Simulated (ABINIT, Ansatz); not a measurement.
## A GW chain in ABINIT: Ba2ScCuO4 (P4/mmm)

It takes space group P4/mmm (No. 123, tetragonal). The conventional cell has a = 4.177 Å, b = 4.177 Å, c = 8.079 Å, α = 90.00°, β = 90.00°, γ = 90.00°. Nearest to Ba lie 8 O at 2.81 to 2.97 Å. Nearest to Sc lie 6 O at 2.09 to 2.22 Å. Nearest to Cu lie 2 O at 1.82 Å. Nearest to O lie 2 Sc at 2.09 Å and 4 Ba at 2.81 Å. O has 1 Cu at 1.82 Å and 1 Sc at 2.22 Å and 4 Ba at 2.97 Å nearest. Farther neighbours, and contacts between anions beyond the nearest, are not listed.

```xyz
8
Lattice="4.1770 0.0000 0.0000 0.0000 4.1770 0.0000 0.0000 0.0000 8.0789" Properties=species:S:1:pos:R:3 pbc="T T T"
Ba    2.0885    2.0885    6.2044
Ba    2.0885    2.0885    1.8745
Sc    0.0000    0.0000    0.0000
Cu    0.0000    0.0000    4.0394
O     0.0000    2.0885    0.0000
O     2.0885    0.0000    0.0000
O     0.0000    0.0000    5.8545
O     0.0000    0.0000    2.2243
```

```yaml
method: RPA screening on PBEsol, plane waves, norm-conserving pseudopotentials (and 2 further levels or steps)
program: ABINIT 10.8.3
settings: cutoff 42 Ha, PseudoDojo scalar-relativistic 0.4.1 standard, norm-conserving, ngkpt (2, 2, 1), nband 106, ecuteps 3.6 Ha, inclvkb 2, shiftk (0, 0, 0), symchi 1, awtr 1, frequency ppm, 2×2×1 k-mesh
cost: 4 runs, 8.7 min in all on 4 MPI ranks of Arm Neoverse V1, shared host
notes: In doubt: a PseudoDojo file used here is known to give poor structures and forces, which bears on pressures, cells, forces and phonons. The program’s warnings: nproc spkpt=  >= nkpt= * nsppol=. The cell and positions are those that the Materials Project relaxed with its own functionals (PBE, PBE+U or r2SCAN), kept fixed. Limits: d shell near the gap, gap tends to lie low; no spin-orbit coupling. Local fields lower the RPA ε∞ on this mesh from 5.81 to 5.20; a Γ-centred mesh this coarse tends to raise both, most where the direct gap is narrow, while a short band sum lowers them. The 2×2×1 mesh is coarse for this cell, which bears on the long-range parts of exchange and screening.
pbesol_gap: 1.93 eV, indirect
g0w0_gap_on_the_mesh: 2.82 eV
g0w0_gap_over_the_zone_rigid_shift: 2.80 eV
gw_settings: 2×2×1 mesh, 106 bands, screening to 98 eV, Godby-Needs plasmon pole
known_limits: short of the basis limit; d shell near the gap, gap tends to lie low; no spin-orbit coupling; coarse k mesh
```

G0W0 moves the gap on the mesh from 1.96 eV to 2.82 eV (+0.86 eV), with Z of 0.73 and 0.83 at the edges. The mesh misses the band edges by 0.02 eV in all; a rigid shift gives 2.80 eV for the zone.

[Long decimals in the printed logs are rounded to 6 places.]

[Logs are printed without paths, hosts, clocks, repeated set-up lines and the standing remarks that a program may print on its own settings, such as how far it seeks lower states.]

[Paths, hosts, dates, memory and timing lines, banners, echoed tables and standing remarks are left out of the program output; an Ansatz launch command may be rebuilt from the run's recorded settings. Measured values are a selection of at most five: reports struck by readers or far from the other reports are left out. None is set beside runs whose start may be inverted or whose files or cutoffs have a known fault.]

[Runs of the session that timed out or met a known fault of the program may be left out.]

[Hosts, paths, dates, database ids (printed as entryN), source tags and the programs' standing remarks are cut or masked in the printed files.]

[G0W0 gaps are taken among the corrected bands and points alone; a level outside them can change the order at an edge.]

[Where Ansatz stands beside ABINIT at settings called matched, ABINIT's density can come from a denser mesh and the files from another edition; pairs whose starting gaps differed by over 0.03 eV were left out, so agreement reads better than it is.]
